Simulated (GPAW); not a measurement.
**AlH3 (R-3c): G0W0 with GPAW, start to end**

Wanted: ground state, empty states, screening and self-energy for AlH3 (R-3c).

Program: GPAW 26.7.0. Level of theory: LDA and many-body steps on it, plane waves. Results are calculated unless marked as measured.

## Step 1: The structure

Symmetry: R-3c, No. 167, trigonal system. The conventional cell has a = 4.449 Å, b = 4.449 Å, c = 11.804 Å, α = 90.00°, β = 90.00°, γ = 120.00°. Nearest to Al lie 6 H at 1.72 Å. Nearest to H lie 2 Al at 1.72 Å. Farther neighbours are not listed.

The cell and positions come from the Crystallography Open Database and are kept as given unless a step says otherwise.

## Step 2: Ground state

This step: GPAW 26.7.0; DFT, LDA, plane waves, PAW.

The ground-state density comes first.

Contents of run.py:

```python
import json
import numpy as np
from gpaw.mpi import world
from ase import Atoms
from gpaw import GPAW, PW, FermiDirac

atoms = Atoms(['Al', 'Al', 'H', 'H', 'H', 'H', 'H', 'H'],
    cell=[[2.2246500000, 1.2844022764, 3.9345666667],
      [-2.2246500000, 1.2844022764, 3.9345666667],
      [0.0000000000, -2.5688045527, 3.9345666667]],
    scaled_positions=[[0.0000000000, 0.0000000000, 0.0000000000],
      [0.5000000000, 0.5000000000, 0.5000000000],
      [0.8780000000, 0.6220000000, 0.2500000000],
      [0.2500000000, 0.8780000000, 0.6220000000],
      [0.6220000000, 0.2500000000, 0.8780000000],
      [0.1220000000, 0.3780000000, 0.7500000000],
      [0.7500000000, 0.1220000000, 0.3780000000],
      [0.3780000000, 0.7500000000, 0.1220000000]],
    pbc=(True, True, True))
calc = GPAW(mode=PW(600),
    xc='LDA',
    kpts={'size': (6, 6, 6), 'gamma': True},
    occupations=FermiDirac(0.001),
    nbands=-10,
    convergence={'density': 1e-6, 'bands': -3},
    maxiter=100,
    txt='gs.txt')
atoms.calc = calc
res = {'energy': atoms.get_potential_energy()}
kpts = calc.get_ibz_k_points()
res['kpts'] = kpts
res['eigenvalues'] = [calc.get_eigenvalues(kpt=k) for k in range(len(kpts))]
res['n_electrons'] = calc.get_number_of_electrons()
calc.write('gs.gpw')

if world.rank == 0:
    with open('result.json', 'w') as f:
        json.dump(res, f, default=lambda x: x.tolist())
```

The run is started by

```
> mpirun -n 4 gpaw python run.py
```

Numbers of over 12 decimals in the logs are rounded to 6 here.

Log:

```text
__  _  _
 | _ |_)|_||  |
 |__||  | ||/\| - 26.7.0

Input parameters:
  mode=PW(ecut=600.0),
  convergence={'density': 1e-06, 'bands': -3},
  kpts=MonkhorstPack(size=(6, 6, 6), gamma=True),
  maxiter=100,
  nbands=-10,
  occupations=Occupations(name='fermi-dirac', width=0.001, fixmagmom=False),
  xc=XC(name='LDA')
  [... matrices ...]
Diagonalizing LCAO Hamiltonian
Converting LCAO to pw mode

        H     H
             H
          HAl
               H
         H

           Al

Atoms  # Å, Bohr magnetons
|   | symbol |         x |         y |        z |    initial magnetic moments |
| 0 |     Al |  0.000000 |  0.000000 | 0.000000 | ( 0.0000,  0.0000,  0.0000) |
| 1 |     Al |  0.000000 |  0.000000 | 5.901850 | ( 0.0000,  0.0000,  0.0000) |
| 2 |      H |  0.569510 |  1.284402 | 6.885492 | ( 0.0000,  0.0000,  0.0000) |
| 3 |      H | -1.397080 | -0.148991 | 6.885492 | ( 0.0000,  0.0000,  0.0000) |
| 4 |      H |  0.827570 | -1.135412 | 6.885492 | ( 0.0000,  0.0000,  0.0000) |
| 5 |      H | -0.569510 | -1.284402 | 4.918208 | ( 0.0000,  0.0000,  0.0000) |
| 6 |      H |  1.397080 |  0.148991 | 4.918208 | ( 0.0000,  0.0000,  0.0000) |
| 7 |      H | -0.827570 |  1.135412 | 4.918208 | ( 0.0000,  0.0000,  0.0000) |

Unit cell  # Å
| periodic |         x |         y |        z |  lengths |    angles |
|      yes |  2.224650 |  1.284402 | 3.934567 | 4.698890 | 56.515856 |
|      yes | -2.224650 |  1.284402 | 3.934567 | 4.698890 | 56.515856 |
|      yes |  0.000000 | -2.568805 | 3.934567 | 4.698890 | 56.515856 |

Number of symmetries: 6
Symmetry operations  # r_c * U_cc + t_c -> r_c
|   | kind |            matrix            |
| 0 |  E   |  1, 0, 0,  0, 1, 0,  0, 0, 1 |
| 1 |  C3  |  0, 1, 0,  0, 0, 1,  1, 0, 0 |
| 2 |  C3  |  0, 0, 1,  1, 0, 0,  0, 1, 0 |
| 3 |  S6  |  0, 0,-1, -1, 0, 0,  0,-1, 0 |
| 4 |  S6  |  0,-1, 0,  0, 0,-1, -1, 0, 0 |
| 5 |  i   | -1, 0, 0,  0,-1, 0,  0, 0,-1 |

BZ-sampling:
  Number of BZ points: 216
  Number of IBZ points: 40

  Monkhorst-Pack size: [6, 6, 6]
  Monkhorst-Pack shift: [0.083333, 0.083333, 0.083333]

K-points  # in reciprocal-cell coordinates
|     |                                coordinates |     weight |
|   0 | (  0.00000000,   0.00000000,   0.00000000) | 0.00462963 |
|   1 | (  0.16666667,   0.00000000,  -0.16666667) | 0.02777778 |
|   2 | (  0.16666667,   0.00000000,   0.00000000) | 0.02777778 |
|   3 | (  0.16666667,   0.16666667,  -0.16666667) | 0.02777778 |
|   4 | (  0.16666667,   0.16666667,   0.00000000) | 0.02777778 |
|   5 | (  0.16666667,   0.16666667,   0.16666667) | 0.00925926 |
|   6 | (  0.33333333,  -0.16666667,  -0.33333333) | 0.02777778 |
|   7 | (  0.33333333,  -0.16666667,  -0.16666667) | 0.02777778 |
|   8 | (  0.33333333,  -0.16666667,   0.00000000) | 0.02777778 |
|   9 | (  0.33333333,  -0.16666667,   0.16666667) | 0.02777778 |
| ... |                                            |            |
|  39 | (  0.50000000,   0.50000000,   0.50000000) | 0.00462963 |

Plane wave coefficients: 2270
Cutoff: 600.0 eV

Spin-components: 1 (collinear spins)
Bands:           16
Projectors:      28
Spin-degeneracy: 2
Datatype:        complex128

  Storage: CPU
  Wave functions: 23_193_600 bytes (5_798_400 per core)
  Projectors: 36_240_000 bytes (9_060_000 per core)
  [... matrices ...]
Parallelization:
  kpt:    4
  domain: 1
  band:   1

Density:
  Valence electrons: 12.0
  Components: 1
  Grid points: [27 27 27]
  Charge: 0.0  # |e|

Potential:
  Grid points: [27 27 27]

species:
  Al:
    name:    Aluminium
    Z:       13.0
    valence: 3
    core:    10
    charge:  0.0  # [|e|]
    compensation charges:
      type: gauss
      rc: 0.34  # [Å]
      lmax: 2
    cutoffs:
      filter: 1.91  # [Å]
      core: 2.36  # [Å]
    projectors
    | kind |    occ | energy [eV] | rcut [Å] |
    |   3s |  2.000 |      -7.830 |    1.085 |
    |   3p |  1.000 |      -2.783 |    1.085 |
    |    s |        |      19.382 |    1.085 |
    |    p |        |      24.428 |    1.085 |
    |    d |        |       0.000 |    1.085 |

    Using partial waves for Al as LCAO basis

  H:
    name:    Hydrogen
    Z:       1.0
    valence: 1
    core:    0
    charge:  0.0  # [|e|]
    compensation charges:
      type: gauss
      rc: 0.15  # [Å]
      lmax: 2
    cutoffs:
      filter: 0.85  # [Å]
      core: 0.53  # [Å]
    projectors
    | kind |    occ | energy [eV] | rcut [Å] |
    |   1s |  1.000 |      -6.353 |    0.476 |
    |    s |        |      20.858 |    0.476 |
    |    p |        |       0.000 |    0.476 |

    Using partial waves for H as LCAO basis

Reference energy: -13229.616365  # eV

eigensolver:
  PPCG
  Converge bands: -3
  niter=2

density mixing:
  MSR1-Mixer
  Pratt-step length: 0.05
  Maximum mixing coefficient: 0.75
  Old densities: 10
  SVD Regularization: 0.005
  Good broyden scale: 1.0
  Trust region scale: 1.0
  Backstep threshold: 4.0
  History deletion threshold: 6.0
  Fourier metric: weight=20.0, sigma=0.015

occupation numbers:
  Fermi-Dirac:
    width: 0.0010  # eV

poisson solver:
  ecut: 4800.0  # eV

xc functional:
  name: None

Initialization done in: 0.953 s

convergence criteria:
- Maximum integral of absolute [dens]ity change: 1e-06 electrons / valence electron
- Maximum [total energy] change in last 3 cyles: 0.0005 eV / valence electron
- Maximum integral of absolute [eigenst]ate change: 4e-08 eV^2 / valence electron
maximum number of iterations: 100

SCF iterations
|iter     |     time |      energy | eigst |  dens |
|iter:   1|  |  -30.862497 | +1.38 |       |
|iter:   2|  |  -30.699250 | +0.08 | -0.52 |
|iter:   3|  |  -29.497880 | -1.20 | -0.54 |
|iter:   4|  |  -29.454563 | -2.38 | -1.22 |
|iter:   5|  |  -29.454317 | -3.78 | -2.12 |
|iter:   6|  |  -29.454344c| -5.22 | -2.71 |
|iter:   7|  |  -29.454346c| -6.28 | -3.28 |
|iter:   8|  |  -29.454346c| -7.19 | -4.72 |
|iter:   9|  |  -29.454346c| -8.01c| -5.30 |
|iter:  10|  |  -29.454346c| -8.43c| -6.14c|

Converged in 10 steps
SCF loop duration: 5.970 s (0.597 s/step)
Energy contributions relative to reference atoms: (reference = -13229.616365)
  [... matrices ...]
Energy contributions:
  Kinetic:          27.568054
  Coulomb:         -26.328682
  Zero:             -0.012456
  External:          0.000000
  Xc:              -30.681261
  Entropy:          -0.000000
  Spinorbit:         0.000000
  ----------------------------
  Free energy:     -29.454346
  Extrapolated:    -29.454346

dipole moment: (0.000000, -0.000000, -20.241900)  # |e|*Ang

Fermi level: 1.215
Eigenvalues  # (at kpt = [0.000, 0.000, 0.000])
| band index |      eig [eV] | occ [0-2] |
|          0 |        -8.278 |     2.000 |
|          1 |        -1.881 |     2.000 |
|          2 |        -1.227 |     2.000 |
|          3 |        -1.227 |     2.000 |
|          4 |         0.511 |     2.000 |
|          5 |         0.511 |     2.000 |
|          6 |         2.518 |     0.000 |
|          7 |         6.178 |     0.000 |
|          8 |         6.252 |     0.000 |
|          9 |         6.252 |     0.000 |
|         10 |         7.346 |     0.000 |
|         11 |         7.346 |     0.000 |
|         12 |         7.429 |     0.000 |
|         13 |         9.497 |     0.000 |
|        ... |               |           |
|         15 |        18.414 |     0.000 |

Gap: 1.956 eV
Transition (v -> c):
  (s=0, k=25, n=5, [0.50, 0.00, 0.33]) -> (s=0, k=0, n=6, [0.00, 0.00, 0.00])
Direct/indirect transitions are different
Direct gap: 2.007 eV
Transition at: (s=0, k=0, n=5, [0.00, 0.00, 0.00])
# Writing to gs.gpw (mode='')
  [... matrices ...]
```

Wall time 8.4 s (4 MPI ranks of Arm Neoverse V2, shared host); peak memory 0.71 GiB; 33 s of CPU time.

Numbers from this step:

```
total energy               : -29.45 eV
gap                        : 1.956 eV
k of the valence top       : 0.5, 0, 0.3333
k of the conduction bottom : 0, 0, 0
least direct gap           : 2.007 eV
```

The gap is indirect, with the least direct gap 0.05 eV higher.

## Step 3: Bands along the symmetry lines

The cheap functional maps the bands first; the places of the edges decide which points the dearer methods must see.

Contents of run.py:

```python
import json
import numpy as np
from gpaw.mpi import world
from gpaw import GPAW

path = [[0.000000, 0.000000, 0.000000],
    [0.062500, 0.062500, 0.062500],
    [0.125000, 0.125000, 0.125000],
    [0.187500, 0.187500, 0.187500],
    [0.250000, 0.250000, 0.250000],
    [0.312500, 0.312500, 0.312500],
    [0.375000, 0.375000, 0.375000],
    [0.437500, 0.437500, 0.437500],
    [0.500000, 0.500000, 0.500000],
    [0.532786, 0.467214, 0.500000],
    [0.565573, 0.434427, 0.500000],
    [0.598359, 0.401641, 0.500000],
    [0.631146, 0.368854, 0.500000],
    [0.663932, 0.336068, 0.500000],
    [0.696718, 0.303282, 0.500000],
    [0.729505, 0.270495, 0.500000],
    [0.762291, 0.237709, 0.500000],
    [0.500000, -0.237709, 0.237709],
    [0.500000, -0.207995, 0.207995],
    [0.500000, -0.178282, 0.178282],
    [0.500000, -0.148568, 0.148568],
    [0.500000, -0.118854, 0.118854],
    [0.500000, -0.089141, 0.089141],
    [0.500000, -0.059427, 0.059427],
    [0.500000, -0.029714, 0.029714],
    [0.500000, 0.000000, 0.000000],
    [0.437500, 0.000000, 0.000000],
    [0.375000, 0.000000, 0.000000],
    [0.312500, 0.000000, 0.000000],
    [0.250000, 0.000000, 0.000000],
    [0.187500, 0.000000, 0.000000],
    [0.125000, 0.000000, 0.000000],
    [0.062500, 0.000000, 0.000000],
    [0.000000, 0.000000, 0.000000],
    [0.046107, -0.046107, 0.000000],
    [0.092214, -0.092214, 0.000000],
    [0.138320, -0.138320, 0.000000],
    [0.184427, -0.184427, 0.000000],
    [0.230534, -0.230534, 0.000000],
    [0.276641, -0.276641, 0.000000],
    [0.322748, -0.322748, 0.000000],
    [0.368854, -0.368854, -0.000000],
    [0.631146, 0.000000, 0.368854],
    [0.614752, 0.000000, 0.385248],
    [0.598359, 0.000000, 0.401641],
    [0.581966, 0.000000, 0.418034],
    [0.565573, 0.000000, 0.434427],
    [0.549180, 0.000000, 0.450820],
    [0.532786, 0.000000, 0.467214],
    [0.516393, 0.000000, 0.483607],
    [0.500000, 0.000000, 0.500000],
    [0.437500, 0.000000, 0.437500],
    [0.375000, 0.000000, 0.375000],
    [0.312500, 0.000000, 0.312500],
    [0.250000, 0.000000, 0.250000],
    [0.187500, 0.000000, 0.187500],
    [0.125000, 0.000000, 0.125000],
    [0.062500, 0.000000, 0.062500],
    [0.000000, 0.000000, 0.000000]]
calc = GPAW('gs.gpw').fixed_density(kpts=path,
    symmetry='off',
    nbands=16,
    convergence={'bands': 12},
    txt='bands.txt')
res = {}
kpts = calc.get_ibz_k_points()
res['kpts'] = kpts
res['eigenvalues'] = [calc.get_eigenvalues(kpt=k) for k in range(len(kpts))]
res['n_electrons'] = calc.get_number_of_electrons()

if world.rank == 0:
    with open('result.json', 'w') as f:
        json.dump(res, f, default=lambda x: x.tolist())
```

The run is started by

```
> mpirun -n 4 gpaw python run.py
```

Log:

```text
Diagonalizing LCAO Hamiltonian
Converting LCAO to pw mode
convergence criteria:
- Maximum integral of absolute [eigenst]ate change: 4e-08 eV^2 / valence electron
maximum number of iterations: 100

SCF iterations
|iter     |     time |      energy | eigst |  dens |
|iter:   1|  |             | +1.21 |       |
|iter:   2|  |             | +0.06 |       |
|iter:   3|  |             | -1.26 |       |
|iter:   4|  |             | -3.01 |       |
|iter:   5|  |             | -4.91 |       |
|iter:   6|  |             | -6.08 |       |
|iter:   7|  |             | -7.21 |       |
|iter:   8|  |             | -7.98c|       |
SCF steps: 8
  __  _  _
 | _ |_)|_||  |
 |__||  | ||/\| - 26.7.0

Input parameters:
  mode=PW(ecut=600.0),
  convergence={'bands': 12},
  gpts=array([27, 27, 27]),
  kpts=KPoints(kpts=array([[ 0.      ,  0.      ,  0.      ],
         [ 0.0625  ,  0.0625  ,  0.0625  ],
         [ 0.125   ,  0.125   ,  0.125   ],
         [ 0.1875  ,  0.1875  ,  0.1875  ],
[...]
[ 0.532786,  0.467214,  0.5     ],
         [ 0.565573,  0.434427,  0.5     ],
         [ 0.598359,  0.401641,  0.5     ],
[...]
[ 0.5     , -0.237709,  0.237709],
         [ 0.5     , -0.207995,  0.207995],
         [ 0.5     , -0.178282,  0.178282],
[...]
[ 0.5     , -0.059427,  0.059427],
         [ 0.5     , -0.029714,  0.029714],
[...]
[ 0.322748, -0.322748,  0.      ],
         [ 0.368854, -0.368854, -0.      ],
         [ 0.631146,  0.      ,  0.368854],
         [ 0.614752,  0.      ,  0.385248],
         [ 0.598359,  0.      ,  0.401641],
         [ 0.581966,  0.      ,  0.418034],
         [ 0.565573,  0.      ,  0.434427],
[...]
[ 0.532786,  0.      ,  0.467214],
         [ 0.516393,  0.      ,  0.483607],
[...]
[ 0.125   ,  0.      ,  0.125   ],
         [ 0.0625  ,  0.      ,  0.0625  ],
         [ 0.      ,  0.      ,  0.      ]])),
  maxiter=100,
  nbands=16,
  occupations=Occupations(name='fermi-dirac', width=0.001, fixmagmom=False),
  parallel={},
  symmetry=Symmetry(point_group=False, time_reversal=False),
  xc=XC(name='LDA')
  [... matrices ...]
timing:  # [seconds]
  Total: 0.022  # ━━━━━━━━━━━━━━━━━━━━━━━━━━━━━━━━━━━━━━━━━━━━━━━━━━━━━━━━━━━
```

Wall time 8.6 s (4 MPI ranks); peak memory 0.76 GiB; 34 s of CPU time.

Numbers from this step:

| Quantity | Value |
| --- | --- |
| gap | 1.943 eV |
| k of the valence top | 0.582, 0, 0.418 |
| k of the conduction bottom | 0, 0, 0 |
| least direct gap | 2.007 eV |

The gap is 1.943 eV, −0.013 eV from the run before at this level.

Electronic bands along the path, in eV, zero at the top of the highest filled band; v1 is the highest filled band, c1 the lowest empty one:

```
     point     v4     v3     v2     v1    c1    c2    c3    c4
         Γ  -1.80  -1.80  -0.06  -0.06  1.94  5.60  5.68  5.68
   halfway  -1.71  -1.71  -0.52  -0.52  3.50  5.78  6.07  6.07
         T  -1.29  -1.29  -1.29  -1.29  4.53  4.53  8.16  8.16
   halfway  -2.91  -2.91  -0.63  -0.63  5.42  5.42  7.05  7.05
        H2  -4.05  -4.05  -0.72  -0.72  5.64  5.64  8.12  8.12
jump to H0  -4.05  -4.05  -0.72  -0.72  5.64  5.64  8.12  8.12
   halfway  -2.92  -2.92  -1.09  -1.09  5.11  5.11  7.03  7.03
         L  -1.75  -1.75  -1.41  -1.41  3.66  3.66  7.41  7.41
   halfway  -2.20  -1.89  -0.76  -0.51  3.01  4.77  5.66  6.17
         Γ  -1.80  -1.80  -0.06  -0.06  1.94  5.60  5.68  5.68
   halfway  -2.92  -1.63  -1.24  -0.70  3.47  5.04  5.96  6.48
        S0  -4.29  -2.86  -2.17  -0.12  5.88  6.08  6.52  8.41
jump to S2  -4.29  -2.86  -2.17  -0.12  5.88  6.08  6.52  8.41
   halfway  -4.45  -3.15  -2.67  -0.01  5.32  7.05  7.07  8.29
         F  -3.76  -3.25  -3.11  -0.07  5.29  7.32  7.55  7.65
   halfway  -2.70  -2.59  -1.96  -0.02  4.13  5.47  6.41  6.50
         Γ  -1.80  -1.80  -0.06  -0.06  1.94  5.60  5.68  5.68
```

## Step 4: Empty states on the mesh, 4×4×4 mesh, 90 bands

The sums over transitions need many empty states on a uniform mesh; this step solves for them.

Contents of run.py:

```python
import json
import numpy as np
from gpaw.mpi import world
from gpaw import GPAW

calc = GPAW('gs.gpw').fixed_density(kpts={'size': (4, 4, 4), 'gamma': True},
    nbands=105,
    convergence={'bands': 90},
    txt='nscf.txt')
calc.write('full.gpw', mode='all')
res = {}
kpts = calc.get_ibz_k_points()
res['kpts'] = kpts
res['eigenvalues'] = [calc.get_eigenvalues(kpt=k) for k in range(len(kpts))]
res['n_electrons'] = calc.get_number_of_electrons()

if world.rank == 0:
    with open('result.json', 'w') as f:
        json.dump(res, f, default=lambda x: x.tolist())
```

The run is started by

```
> mpirun -n 4 gpaw python run.py
```

Log:

```text
Diagonalizing LCAO Hamiltonian
Converting LCAO to pw mode
convergence criteria:
- Maximum integral of absolute [eigenst]ate change: 4e-08 eV^2 / valence electron
maximum number of iterations: 100

SCF iterations
|iter     |     time |      energy | eigst |  dens |
|iter:   1|  |             | +4.45 |       |
|iter:   2|  |             | +3.22 |       |
|iter:   3|  |             | +2.07 |       |
[...]
|iter:  12|  |             | -6.59 |       |
|iter:  13|  |             | -7.11 |       |
|iter:  14|  |             | -7.45c|       |
SCF steps: 14
  __  _  _
 | _ |_)|_||  |
 |__||  | ||/\| - 26.7.0

Input parameters:
  mode=PW(ecut=600.0),
  convergence={'bands': 90},
  gpts=array([27, 27, 27]),
  kpts=MonkhorstPack(size=(4, 4, 4), gamma=True),
  maxiter=100,
  nbands=105,
  occupations=Occupations(name='fermi-dirac', width=0.001, fixmagmom=False),
  parallel={},
  xc=XC(name='LDA')
# Writing to full.gpw (mode='all')
  [... matrices ...]

timing:  # [seconds]
  Total: 0.036  # ━━━━━━━━━━━━━━━━━━━━━━━━━━━━━━━━━━━━━━━━━━━━━━━━━━━━━━━━━━━
```

Elapsed: 26 s, on 4 MPI ranks; peak memory 0.8 GiB; 1.7 min of CPU time.

Numbers from this step:

```
gap                                                           : 1.959 eV
k of the valence top                                          : 0.25, 0.25, 0
k of the conduction bottom                                    : 0, 0, 0
least direct gap                                              : 2.007 eV
k points computed                                             : 14
lowest point of the top converged band, above the valence top : 60.9255 eV
```

On this mesh the gap is 1.959 eV.

(Part 1 of 2 ends here.)

[Paths, hosts, dates, memory and timing lines, banners, echoed tables and standing remarks are left out of the program output.]

[Logs are printed without paths, hosts, clocks, repeated set-up lines and the standing remarks that a program may print on its own settings, such as how far it seeks lower states.]

[Runs of the session that timed out or met a known fault of the program may be left out.]

[Hosts, paths, dates, database ids (printed as entryN), source tags and the programs' standing remarks are cut or masked in the printed files.]
